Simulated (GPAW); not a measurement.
Consider wurtzite (GaN)1-x(AlN)x, x = 0.875.

```cif
data_structure
_symmetry_space_group_name_H-M 'P 1'
_symmetry_Int_Tables_number 1
_cell_length_a 6.2432
_cell_length_b 5.4068
_cell_length_c 5.0074
_cell_angle_alpha 90.000
_cell_angle_beta 90.000
_cell_angle_gamma 90.000
_cell_volume 169.03
loop_
_atom_site_label
_atom_site_type_symbol
_atom_site_fract_x
_atom_site_fract_y
_atom_site_fract_z
_atom_site_occupancy
Al1 Al 0.00203 0.00153 0.00079 1
N2 N 0.00069 0.33389 0.12077 1
Al3 Al 0.00239 0.33379 0.50029 1
N4 N 0.00878 0.00479 0.62272 1
Al5 Al 0.25016 0.50087 0.00086 1
N6 N 0.25004 0.83296 0.12098 1
Al7 Al 0.25072 0.83254 0.50009 1
N8 N 0.25034 0.50164 0.62028 1
Al9 Al 0.49806 0.00161 0.00114 1
N10 N 0.49965 0.33402 0.12114 1
Al11 Al 0.49825 0.33380 0.50071 1
N12 N 0.49267 0.00471 0.62293 1
Al13 Al 0.75023 0.49773 0.00116 1
N14 N 0.75003 0.83371 0.10605 1
Ga15 Ga 0.75064 0.83353 0.50055 1
N16 N 0.75032 0.48886 0.62269 1
```

Absorber: atom 2, with 4 Al at 1.89 Å (tetrahedral). Method: GPAW, LDA, excited-electron core hole (neutral cell), 16-atom cell with 5.0 Å between holes, 4×4×5 k points, dipole transitions, Gaussian full width 0.9 eV up to 4 eV, rising linearly to 3.5 eV at 25 eV.

**Question.** Where do the maxima of the N K edge fall?

Main maxima up to 23 eV above the zero (height): 2.5 eV (1.85), 4.9 eV (2.31), 7.1 eV (1.91) and 20.8 eV (1.15). A K edge sees empty p states on the absorber. The total-energy difference is 403.52 eV. One term is added: -7.76 eV, since the hole is spin-paired here and a spin-polarised one costs that much less in the free atom (computed apart). The photon energy is then 395.76 eV. The functional leaves an error in such absolute values: in the free atom LDA prices this hole 3.5 eV below PBE (computed apart), and PBE is itself good to a few eV.

The N K spectrum (energy from the bottom of the conduction band, which holds the excited electron; intensity scaled to a mean of 1 over the first 20 eV):

| E (eV) | isotropic | ε ∥ x | ε ∥ y | ε ∥ z |
| --- | --- | --- | --- | --- |
| -2.0 | 0.00 | 0.00 | 0.00 | 0.00 |
| -1.4 | 0.00 | 0.00 | 0.00 | 0.00 |
| -0.8 | 0.00 | 0.00 | 0.00 | 0.00 |
| -0.2 | 0.00 | 0.00 | 0.00 | 0.00 |
| 0.4 | 0.03 | 0.04 | 0.02 | 0.02 |
| 1.0 | 0.19 | 0.22 | 0.16 | 0.19 |
| 1.6 | 0.84 | 0.89 | 0.72 | 0.91 |
| 2.2 | 1.74 | 1.82 | 1.62 | 1.80 |
| 2.8 | 1.73 | 1.68 | 1.72 | 1.77 |
| 3.4 | 1.49 | 1.40 | 1.72 | 1.35 |
| 4.0 | 1.67 | 1.62 | 1.97 | 1.43 |
| 4.6 | 2.19 | 2.34 | 2.53 | 1.70 |
| 5.2 | 2.21 | 2.38 | 2.32 | 1.94 |
| 5.8 | 1.78 | 1.94 | 1.58 | 1.83 |
| 6.4 | 1.69 | 1.66 | 1.43 | 1.98 |
| 7.0 | 1.90 | 1.66 | 1.60 | 2.43 |
| 7.6 | 1.73 | 1.51 | 1.53 | 2.15 |
| 8.2 | 1.25 | 1.10 | 1.22 | 1.42 |
| 8.8 | 0.87 | 0.89 | 0.99 | 0.73 |
| 9.4 | 0.69 | 0.81 | 0.86 | 0.40 |
| 10.0 | 0.66 | 0.79 | 0.81 | 0.38 |
| 10.6 | 0.70 | 0.83 | 0.76 | 0.50 |
| 11.2 | 0.68 | 0.76 | 0.66 | 0.63 |
| 11.8 | 0.58 | 0.58 | 0.51 | 0.65 |
| 12.4 | 0.45 | 0.40 | 0.38 | 0.56 |
| 13.0 | 0.36 | 0.31 | 0.31 | 0.46 |
| 13.6 | 0.37 | 0.34 | 0.35 | 0.42 |
| 14.2 | 0.43 | 0.41 | 0.43 | 0.44 |
| 14.8 | 0.48 | 0.47 | 0.49 | 0.47 |
| 15.4 | 0.50 | 0.47 | 0.51 | 0.50 |
| 16.0 | 0.52 | 0.48 | 0.52 | 0.57 |
| 16.6 | 0.60 | 0.54 | 0.58 | 0.68 |
| 17.2 | 0.72 | 0.68 | 0.69 | 0.80 |
| 17.8 | 0.87 | 0.87 | 0.84 | 0.91 |
| 18.4 | 0.99 | 1.03 | 0.97 | 0.97 |
| 19.0 | 1.07 | 1.14 | 1.07 | 0.99 |
| 19.6 | 1.11 | 1.19 | 1.14 | 1.00 |
| 20.2 | 1.14 | 1.20 | 1.20 | 1.02 |
| 20.8 | 1.15 | 1.20 | 1.22 | 1.03 |
| 21.4 | 1.14 | 1.17 | 1.20 | 1.04 |
| 22.0 | 1.08 | 1.09 | 1.11 | 1.03 |
| 22.6 | 0.98 | 0.98 | 0.98 | 1.00 |
| 23.2 | 0.87 | 0.83 | 0.83 | 0.94 |
| 23.8 | 0.76 | 0.71 | 0.71 | 0.87 |

The holes are only 5.0 Å apart, so the shape is probably not converged with cell size; no larger cell was run here. The mesh is coarse (0.29 Å⁻¹ between points), so small maxima may be mesh ripples. Lifetime broadening is put in by hand, and intensities beyond about 20 eV depend on it and on the partial waves.

[Banner, clock and machine lines of the logs are left out without a mark of their own.]

[Logs are printed without paths, hosts, clocks, repeated set-up lines and the standing remarks that a program may print on its own settings, such as how far it seeks lower states.]

[Hosts, paths, dates, database ids (printed as entryN), source tags and the programs' standing remarks are cut or masked in the printed files.]

[Lists of maxima count a maximum above −3 eV only where it reaches 4 % of the highest in the window and stands out from its surroundings by 2 % of it (1.5 % where it reaches 55 %); shoulders and weaker maxima are passed over, and of the rest the first, up to two pre-edge ones and the few strongest are named.]
